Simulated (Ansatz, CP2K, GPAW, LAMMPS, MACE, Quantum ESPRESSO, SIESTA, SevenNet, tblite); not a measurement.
# Running ionic liquid Pyr13+ Cl- at 400 K (112 atoms) with Quantum ESPRESSO

How do the settings of Quantum ESPRESSO change the result for ionic liquid Pyr13+ Cl- at 400 K (112 atoms)? A plane-wave run serves as the yardstick.

Method: the method is named at each step, in Quantum ESPRESSO 7.5.

## (1) Starting point

The cell holds 112 atoms: 32 C, 4 N, 72 H and 4 Cl. Its edges and angles: a = 10.205 Å, b = 10.205 Å, c = 10.205 Å, α = 90.0°, β = 90.0°, γ = 90.0°. 4 Pyr13+, 4 Cl- placed at random, at 1.02 g/cm³; overlaps pushed apart, then 10 ps at 700 K with Joung-Cheatham ions (J. Phys. Chem. B 112, 9020 (2008)); MMFF94 bonds, angles, torsions, charges and radii (Halgren, J. Comput. Chem. 17, 490 (1996)) in harmonic and 12-6 forms; charges of ions scaled by 0.8. Snapshot after 30 ps at 400 K and fixed volume.

The yardstick, on the same geometry:

```
method                                           : Kohn-Sham DFT, PBE, PAW, plane waves (Ansatz 0.2.0); cutoff 420 eV, Γ point, fermi-dirac smearing of 0.05 eV; PAW set soft_2
r.m.s. force component                           : 0.9427 eV/Å
longest force                                    : 3.394 eV/Å
pressure                                         : 2.023 GPa
gap (highest filled to lowest empty level) : 4.007 eV
SCF cycles                                       : 9
time                                             : 4.2 s on 8 threads of Arm Neoverse V2, shared host
CPU time                                         : 29 s
```

## (2) PBE, sssp-1.3.0-efficiency, 60/480 Ry

Method: Kohn-Sham DFT, PBE, SSSP efficiency 1.3.0 pseudopotentials, plane waves.

pw.in reads:

```
&control
  calculation = 'scf'
  pseudo_dir = './pseudo'
  outdir = './tmp'
  disk_io = 'none'
  tprnfor = .true.
  tstress = .true.
/
&system
  ibrav = 0
  nat = 112
  ntyp = 4
  ecutwfc = 60
  ecutrho = 480
  nosym = .true.
  occupations = 'smearing'
  smearing = 'fd'
  degauss = 0.003675
/
&electrons
  conv_thr = 5.6e-07
  electron_maxstep = 100
  mixing_beta = 0.4
  mixing_mode = 'plain'
  diagonalization = 'david'
/
ATOMIC_SPECIES
C 12.011 C.upf
N 14.007 N.upf
H 1.008 H.upf
Cl 35.450 Cl.upf
CELL_PARAMETERS angstrom
10.20511 0.00000 0.00000
0.00000 10.20511 0.00000
0.00000 0.00000 10.20511
ATOMIC_POSITIONS crystal
C 0.12325 0.57522 0.40317
C 0.01949 0.60848 0.30369
C 0.01471 0.75656 0.28941
N 0.90774 0.79978 0.20154
C 0.77893 0.77925 0.28447
C 0.92284 0.94143 0.17709
C 0.02388 0.95039 0.06072
C 0.01035 0.81277 0.99683
C 0.90698 0.74343 0.06747
H 0.12057 0.46997 0.40940
H 0.09078 0.62080 0.49407
H 0.22548 0.60745 0.38346
H 0.05580 0.56550 0.21891
H 0.92022 0.57668 0.33520
H 0.09863 0.78931 0.23962
H 0.00404 0.80245 0.38397
H 0.75542 0.67502 0.29690
H 0.70619 0.84198 0.23841
H 0.79822 0.82336 0.38208
H 0.83518 0.97594 0.11851
H 0.94871 0.99695 0.26874
H 0.99781 0.03045 0.00033
H 0.13104 0.96439 0.09388
H 0.10593 0.75820 0.01335
H 0.98470 0.82748 0.89929
H 0.92246 0.63867 0.07607
H 0.80483 0.77291 0.02866
C 0.13475 0.45364 0.96582
C 0.20328 0.36892 0.07723
C 0.31314 0.44783 0.14579
N 0.39420 0.37520 0.24882
C 0.47466 0.48765 0.30992
C 0.32548 0.30407 0.35320
C 0.40549 0.18517 0.37975
C 0.52689 0.18843 0.29048
C 0.48332 0.27452 0.17733
H 0.12112 0.55493 0.98481
H 0.19276 0.43777 0.87658
H 0.03804 0.41545 0.94807
H 0.12714 0.34722 0.14736
H 0.23684 0.27859 0.03087
H 0.38428 0.46936 0.07302
H 0.28121 0.53306 0.18941
H 0.41509 0.56230 0.34944
H 0.54046 0.44370 0.38350
H 0.54204 0.51506 0.23550
H 0.22663 0.29084 0.31856
H 0.32801 0.36632 0.44847
H 0.42624 0.16253 0.48187
H 0.35630 0.10095 0.35006
H 0.60508 0.23773 0.34204
H 0.55509 0.09216 0.26810
H 0.42327 0.22463 0.10809
H 0.56586 0.31927 0.13156
C 0.61063 0.55739 0.96717
C 0.60228 0.66657 0.86514
[... 52 atom lines left out ...]
Cl 0.40107 0.82358 0.21104
Cl 0.87998 0.77546 0.62125
Cl 0.84444 0.30723 0.17877
Cl 0.37334 0.31260 0.70476
K_POINTS gamma
```

On the command line:

```sh
$ OMP_NUM_THREADS=1 mpirun -np 2 pw.x -in pw.in > output.txt
```

Output:

```text
Program PWSCF
     gamma-point specific algorithms are used
     Parallelization info
     sticks:   dense  smooth     PW     G-vecs:    dense   smooth      PW
     Min        7111    3564    890               636969   225063   28129
     Max        7114    3565    891               636974   225064   28130
     Sum       14225    7129   1781              1273943   450127   56259
     bravais-lattice index     =            0
     lattice parameter (alat)  =      19.2849  a.u.
     unit-cell volume          =    7172.1551 (a.u.)^3
     number of atoms/cell      =          112
     number of atomic types    =            4
     number of electrons       =       248.00
     number of Kohn-Sham states=          149
     kinetic-energy cutoff     =      60.0000  Ry
     charge density cutoff     =     480.0000  Ry
     scf convergence threshold =      5.6E-07
     mixing beta               =       0.4000
     number of iterations used =            8  plain     mixing
     Exchange-correlation=  SLA  PW   PBX  PBC
                           (   1   4   3   4   0   0   0)
     crystal axes: (cart. coord. in units of alat)
               a(1) = (   1.000000   0.000000   0.000000 )
               a(2) = (   0.000000   1.000000   0.000000 )
               a(3) = (   0.000000   0.000000   1.000000 )
     reciprocal axes: (cart. coord. in units 2 pi/alat)
               b(1) = (  1.000000  0.000000  0.000000 )
               b(2) = (  0.000000  1.000000  0.000000 )
               b(3) = (  0.000000  0.000000  1.000000 )
     PseudoPot. # 1 for C :
     Pseudo is Projector augmented-wave + core cor, Zval =  4.0
     PseudoPot. # 2 for N :
     Pseudo is Ultrasoft + core correction, Zval =  5.0
     PseudoPot. # 3 for H :
     Pseudo is Ultrasoft, Zval =  1.0
     PseudoPot. # 4 for Cl:
     Pseudo is Ultrasoft + core correction, Zval =  7.0
     atomic species   valence    mass     pseudopotential
     C                 4.00    12.01100     C ( 1.00)
     N                 5.00    14.00700     N ( 1.00)
     H                 1.00     1.00800     H ( 1.00)
     Cl                7.00    35.45000     Cl( 1.00)
     No symmetry found
   Cartesian axes
     number of k points=     1  Fermi-Dirac smearing, width (Ry)=  0.0037
                       cart. coord. in units 2pi/alat
        k(    1) = (   0.0000000   0.0000000   0.0000000), wk =   2.0000000
     Dense  grid:   636972 G-vectors     FFT dimensions: ( 135, 135, 135)
     Smooth grid:   225064 G-vectors     FFT dimensions: (  96,  96,  96)
     Check: negative core charge=   -0.000002
     Initial potential from superposition of free atoms
     starting charge     247.9979, renormalised to     248.0000
     negative rho (up, down):  6.137E-02 0.000E+00
     Starting wfcs are  232 randomized atomic wfcs
     Self-consistent Calculation
     iteration #  1     ecut=    60.00 Ry     beta= 0.40
     negative rho (up, down):  6.242E-02 0.000E+00
     total energy              =    -888.48042157 Ry
     estimated scf accuracy    <      10.13324274 Ry
     iteration #  2     ecut=    60.00 Ry     beta= 0.40
     negative rho (up, down):  6.094E-02 0.000E+00
     total energy              =    -889.15657565 Ry
     estimated scf accuracy    <       1.32329246 Ry
     iteration #  3     ecut=    60.00 Ry     beta= 0.40
     negative rho (up, down):  5.856E-02 0.000E+00
     total energy              =    -889.17772087 Ry
     estimated scf accuracy    <       0.25179346 Ry
     iteration #  4     ecut=    60.00 Ry     beta= 0.40
     negative rho (up, down):  5.814E-02 0.000E+00
     total energy              =    -889.19374352 Ry
     estimated scf accuracy    <       0.00817449 Ry
     iteration #  5     ecut=    60.00 Ry     beta= 0.40
     negative rho (up, down):  5.818E-02 0.000E+00
     total energy              =    -889.19559990 Ry
     estimated scf accuracy    <       0.00148100 Ry
     iteration #  6     ecut=    60.00 Ry     beta= 0.40
     negative rho (up, down):  5.810E-02 0.000E+00
     total energy              =    -889.19593588 Ry
     estimated scf accuracy    <       0.00044354 Ry
     iteration #  7     ecut=    60.00 Ry     beta= 0.40
     negative rho (up, down):  5.808E-02 0.000E+00
     total energy              =    -889.19602342 Ry
     estimated scf accuracy    <       0.00002173 Ry
     iteration #  8     ecut=    60.00 Ry     beta= 0.40
     negative rho (up, down):  5.806E-02 0.000E+00
     total energy              =    -889.19602538 Ry
     estimated scf accuracy    <       0.00000692 Ry
     iteration #  9     ecut=    60.00 Ry     beta= 0.40
     negative rho (up, down):  5.805E-02 0.000E+00
     End of self-consistent calculation
          k = 0.0000 0.0000 0.0000 ( 28130 PWs)   bands (ev):
   -20.9090 -20.7179 -20.5654 -20.3360 -15.8332 -15.7892 -15.6555 -15.4010
   -14.7348 -14.6199 -14.5641 -14.3500 -14.0369 -13.8812 -13.8359 -13.8007
   -13.1515 -13.0665 -12.9064 -12.7966 -12.3339 -12.1477 -11.9833 -11.9025
   -11.6820 -11.5514 -11.4434 -11.4110 -10.4686 -10.3539 -10.3184 -10.2384
    -9.9982  -9.9534  -9.9410  -9.9069  -9.5401  -9.4632  -9.3688  -9.1288
    -8.4209  -8.3265  -8.2805  -8.1928  -8.1559  -8.1438  -7.9737  -7.7024
    -7.4381  -7.2766  -7.0768  -7.0181  -6.8031  -6.7440  -6.6904  -6.5708
    -6.5267  -6.3845  -6.2465  -6.1167  -6.0535  -5.9121  -5.8517  -5.8024
    -5.6984  -5.5043  -5.4035  -5.3384  -5.2399  -5.1971  -5.1397  -5.0763
    -4.9758  -4.9353  -4.7885  -4.7473  -4.7430  -4.6684  -4.6276  -4.6102
    -4.5724  -4.5227  -4.3786  -4.3047  -4.2178  -4.1512  -4.0893  -4.0600
    -4.0038  -3.8994  -3.8381  -3.7808  -3.7521  -3.6932  -3.6164  -3.5602
    -3.5173  -3.3948  -3.3870  -3.2839  -3.2546  -3.1832  -3.1236  -3.0292
    -2.9555  -2.9131  -2.8306  -2.8173  -2.7472  -2.6700  -2.6431  -2.3673
    -0.0605  -0.0431  -0.0413   0.0611   0.0935   0.1502   0.1582   0.1740
     0.1962   0.2107   0.2465   0.2753   4.2844   4.7076   4.8905   4.9702
     5.0136   5.0749   5.1600   5.3230   5.4054   5.5591   5.6006   5.6373
     5.7289   5.7841   5.8832   5.9840   6.0509   6.1063   6.1181   6.2229
     6.2974   6.3738   6.4718   6.5346   6.6310
     the Fermi energy is     1.7798 ev
!    total energy              =    -889.19602686 Ry
     estimated scf accuracy    <       0.00000025 Ry
     smearing contrib. (-TS)   =      -0.00000000 Ry
     internal energy E=F+TS    =    -889.19602686 Ry
     The total energy is F=E-TS. E is the sum of the following terms:
     one-electron contribution =    -645.50959212 Ry
     hartree contribution      =     397.42178983 Ry
     xc contribution           =    -260.18383338 Ry
     ewald contribution        =    -183.65713268 Ry
     one-center paw contrib.   =    -197.26725851 Ry
     convergence has been achieved in   9 iterations
     negative rho (up, down):  5.805E-02 0.000E+00
     Forces acting on atoms (cartesian axes, Ry/au):
     atom    1 type  1   force =    -0.00502577    0.01026715    0.02999742
     atom    2 type  1   force =    -0.00983176    0.06852053    0.05482899
     atom    3 type  1   force =     0.00223682   -0.05045063   -0.02886548
     atom    4 type  2   force =    -0.08634610    0.01409340    0.09402620
     atom    5 type  1   force =     0.03244381    0.03625723   -0.01490157
     atom    6 type  1   force =     0.01473760    0.06169430   -0.06274515
     atom    7 type  1   force =     0.07339839   -0.04593990    0.09318408
     atom    8 type  1   force =     0.09885575    0.02388739    0.04843481
     atom    9 type  1   force =    -0.09963977   -0.00365630    0.01201371
     atom   10 type  3   force =     0.01260088   -0.02437130    0.01900500
     atom   11 type  3   force =     0.00928850   -0.00569078    0.02522261
     atom   12 type  3   force =    -0.02561263    0.00391787   -0.01035285
[...]
atom  108 type  3   force =     0.00489581    0.04267331   -0.05268736
     atom  109 type  4   force =    -0.00237607   -0.00103266   -0.00389819
     atom  110 type  4   force =    -0.00094119    0.00335562    0.00355802
     atom  111 type  4   force =     0.00227836    0.00461546    0.00459490
     atom  112 type  4   force =     0.00304927    0.00865648    0.00078640
     Total force =     0.672586     Total SCF correction =     0.000741
     Computing stress (Cartesian axis) and pressure
     negative rho (up, down):  5.805E-02 0.000E+00
          total   stress  (Ry/bohr**3)                   (kbar)     P=       20.16
   0.00009108   0.00001640  -0.00001351           13.40        2.41       -1.99
   0.00001640   0.00017469   0.00000732            2.41       25.70        1.08
  -0.00001351   0.00000732   0.00014530           -1.99        1.08       21.37
     Message from routine punch:
     Nothing written, as per user request (disk_io='none')
```

The job ended after 1.7 min (2 MPI ranks of Arm Neoverse V2, shared host; peak memory 2.8 GiB; 3.4 min of CPU time).

Banners, paths, timers and routine set-up lines are dropped from the logs unmarked, and long logs keep their key lines alone; longer cuts are marked.

Compared with the plane-wave run:

| Property | Result |
| --- | --- |
| r.m.s. force component | 0.9434 eV/Å |
| r.m.s. difference of force components | 7.06 meV/Å |
| longest difference of force vectors | 24.79 meV/Å |
| force difference over r.m.s. force | 0.7489 % |
| slope of forces against the reference's | 1.001 |
| correlation of force components | 1 |
| gap (highest filled to lowest empty level) | 4.009 eV |
| gap difference | 0.0017 eV |
| pressure | 2.016 GPa |
| pressure difference | -0.0077 GPa |

Length of the force difference by element (eV/Å):

| element | atoms | mean | most |
| --- | --- | --- | --- |
| C | 32 | 0.015 | 0.025 |
| Cl | 4 | 0.0011 | 0.0013 |
| H | 72 | 0.011 | 0.016 |
| N | 4 | 0.0072 | 0.008 |

Levels nearest the highest filled one (eV from it): -0.34, -0.32, -0.32, -0.21, -0.18, -0.13, -0.12, -0.10, -0.08, -0.06, -0.03, 0.00, 4.01, 4.43, 4.62, 4.69, 4.74, 4.80, 4.88, 5.05, 5.13, 5.28, 5.33, 5.36.

The surroundings of C30, which bears the longest force, nearest first, numbered as they follow in the input and with coordinates relative to it.

| atom | x | y | z | distance (Å) | bonds | Fx | Fy | Fz (eV/Å) |
| --- | --- | --- | --- | --- | --- | --- | --- | --- |
| C30 | 0.00 | 0.00 | 0.00 | 0.00 | 4 | -0.23 | -3.19 | -1.14 |
| H43 | -0.33 | 0.87 | 0.45 | 1.03 | 1 | -0.98 | 2.09 | 0.91 |
| H42 | 0.73 | 0.22 | -0.74 | 1.06 | 1 | 0.78 | 0.61 | -0.74 |
| N31 | 0.83 | -0.74 | 1.05 | 1.53 | 4 | 1.10 | 1.86 | -1.20 |
| C29 | -1.12 | -0.81 | -0.70 | 1.55 | 4 | -0.48 | 1.57 | -0.10 |
| H40 | -1.90 | -1.03 | 0.02 | 2.16 | 1 | -0.50 | -0.43 | 0.41 |
| H41 | -0.78 | -1.73 | -1.17 | 2.23 | 1 | 0.19 | -0.11 | 0.06 |
| C32 | 1.65 | 0.41 | 1.67 | 2.38 | 4 | 1.47 | -2.92 | 0.00 |
| C36 | 1.74 | -1.77 | 0.32 | 2.50 | 4 | -0.03 | -0.17 | 2.01 |

Forces lie 0.75 % from the reference's, at 7.2 times its CPU time (on 2 against 8 cores).

## (3) PBE, sssp-1.3.0-efficiency, 35/280 Ry

Method: Kohn-Sham DFT, PBE, SSSP efficiency 1.3.0 pseudopotentials, plane waves.

pw.in, as its differences from that of step 2:

```diff
@@ -12,4 +12,4 @@
   ntyp = 4
-  ecutwfc = 60
-  ecutrho = 480
+  ecutwfc = 35
+  ecutrho = 280
   nosym = .true.
```

Output:

```text
[banner, memory and clock lines left out]
Program PWSCF
     gamma-point specific algorithms are used
     bravais-lattice index     =            0
     lattice parameter (alat)  =      19.2849  a.u.
     unit-cell volume          =    7172.1551 (a.u.)^3
[... lines left out ...]
     number of k points=     1  Fermi-Dirac smearing, width (Ry)=  0.0037
[... lines left out ...]
     total energy              =    -888.28663880 Ry
[... lines left out ...]
     total energy              =    -889.03215751 Ry
[... lines left out ...]
     total energy              =    -889.03195033 Ry
[... lines left out ...]
     total energy              =    -889.04470673 Ry
[... lines left out ...]
     total energy              =    -889.04470956 Ry
[... lines left out ...]
     the Fermi energy is     1.7818 ev
!    total energy              =    -889.04471081 Ry
[... lines left out ...]
     The total energy is F=E-TS. E is the sum of the following terms:
     one-electron contribution =    -645.30238847 Ry
     hartree contribution      =     397.32127754 Ry
     xc contribution           =    -260.13436770 Ry
     ewald contribution        =    -183.65713269 Ry
     one-center paw contrib.   =    -197.27209949 Ry
     convergence has been achieved in   9 iterations
     negative rho (up, down):  5.811E-02 0.000E+00
     Forces acting on atoms (cartesian axes, Ry/au):
     atom    1 type  1   force =    -0.00496268    0.01034122    0.02973443
     atom    2 type  1   force =    -0.01064367    0.06889388    0.05593869
     atom    3 type  1   force =     0.00152333   -0.05057147   -0.02901514
[...]
atom  111 type  4   force =     0.00227720    0.00460508    0.00456712
     atom  112 type  4   force =     0.00303331    0.00866675    0.00080211
     Total force =     0.676815     Total SCF correction =     0.001069
     Computing stress (Cartesian axis) and pressure
     negative rho (up, down):  5.811E-02 0.000E+00
          total   stress  (Ry/bohr**3)                   (kbar)     P=        6.44
  -0.00000281   0.00001777  -0.00001434           -0.41        2.61       -2.11
   0.00001777   0.00008102   0.00000876            2.61       11.92        1.29
  -0.00001434   0.00000876   0.00005304           -2.11        1.29        7.80
     Message from routine punch:
     Nothing written, as per user request (disk_io='none')
```

It took 50 s on 2 MPI ranks; peak memory 1.4 GiB; 1.7 min of CPU time.

Compared with the plane-wave run:

```
r.m.s. force component                           : 0.9493 eV/Å
r.m.s. difference of force components            : 21.56 meV/Å
longest difference of force vectors              : 69.77 meV/Å
force difference over r.m.s. force               : 2.287 %
slope of forces against the reference's          : 1.007
correlation of force components                  : 0.9998
gap (highest filled to lowest empty level) : 4.008 eV
gap difference                                   : 0.001 eV
pressure                                         : 0.6437 GPa
pressure difference                              : -1.38 GPa
energy less the same-level run's                 : 18.38 meV/atom
r.m.s. force difference from the same-level run  : 16.32 meV/Å
```

This is a coarse setting, run to see what it loses.

Against the first run (0.75 %), the force difference from the reference is 2.3 %, at 0.49 times the CPU time: the cutoff matters here.

## (4) Side by side

Differences are against the plane-wave reference, forces as r.m.s. over components; share is that over the reference's r.m.s. force, slope the least-squares factor from reference forces to these. Total energies of different programs have different zeros and aren't compared.

| run | Δ force, r.m.s. (meV/Å) | share (%) | slope | Δ pressure (GPa) | Δ gap (eV) | cores | CPU time | memory (GiB) |
| --- | --- | --- | --- | --- | --- | --- | --- | --- |
| reference | - | - | - | - | - | 8 | 29 s | 1.1 |
| QE PBE, sssp-1.3.0-efficiency, 60/480 Ry | 7.06 | 0.749 | 1.001 | -0.0077 | 0.0017 | 2 | 3.4 min | 2.8 |
| QE PBE, sssp-1.3.0-efficiency, 35/280 Ry (coarse) | 21.6 | 2.29 | 1.007 | -1.38 | 0.001 | 2 | 1.7 min | 1.4 |

Rows marked coarse were listed beforehand as settings not expected to be converged; some can still land near the reference.

CPU time is summed over cores on a shared host, where runs went side by side, so it is rough. Symmetry, cutoffs, thresholds, outputs and thread counts weren't matched or tuned between programs; memory under MPI is the largest rank's times the ranks.

Within one program, basis, potentials and functional, energies share a zero. Each run against its twin at the usual cutoff or grid and solver:

| run | twin | Δ energy (meV/atom) | Δ force, r.m.s. (meV/Å) | CPU time over the twin's |
| --- | --- | --- | --- | --- |
| QE PBE, sssp-1.3.0-efficiency, 35/280 Ry | sssp-1.3.0-efficiency, 60/480 Ry | 18.4 | 16.3 | 0.49 |

Left out of this page: QE PBE, sssp-1.3.0-efficiency, 60/480 Ry (killed or ended with an error).

## (5) Results

```yaml
nearest_in_forces: QE PBE, sssp-1.3.0-efficiency, 60/480 Ry, 0.75 %
its_cpu_time: 3.4 min
```

In words: PBE on plane waves or a grid with other potentials, cutoffs or grids, coarse settings apart, differs from the reference by 0.75 % (QE PBE, sssp-1.3.0-efficiency, 60/480 Ry) of the r.m.s. force; this holds the reference's own error, so differences of a few per cent don't tell which side is nearer the exact PBE result (QE's 60 Ry are 816 eV, against the reference's 420 eV). Runs with settings chosen to be coarse differ by 2.3 % (QE PBE, sssp-1.3.0-efficiency, 35/280 Ry), their programs' other errors included. None of the electronic-structure runs in the table takes under half the reference's CPU time of 29 s; they take 3.5 to 7.2 times as much. PBE gaps agree with the reference's 4.01 eV within 0.002 eV. The network of contacts between molecules at the start is that of the classical potential that made the cell, and needn't be the one that DFT or experiment would give. The reference's PBE has no dispersion term, which matters for the binding between molecules or layers. The density was typed from a rule of thumb and may lie off the real one at this temperature. The electronic-structure runs sample only Γ, in a cell whose shortest periodic width is 10 Å.

[Also dropped from logs without a mark: logging warnings of Python, and SIESTA's first energy breakdown and zero terms.]

[Logs are printed without paths, hosts, clocks, repeated set-up lines and the standing remarks that a program may print on its own settings, such as how far it seeks lower states.]

[Hosts, paths, dates, database ids (printed as entryN), source tags and the programs' standing remarks are cut or masked in the printed files.]

[The MMFF94 radii named for the starting cell were scaled by 0.96; in molecules described by MMFF94, hydrogen bound to N, O or S took a small fixed 12-6 site in their place.]
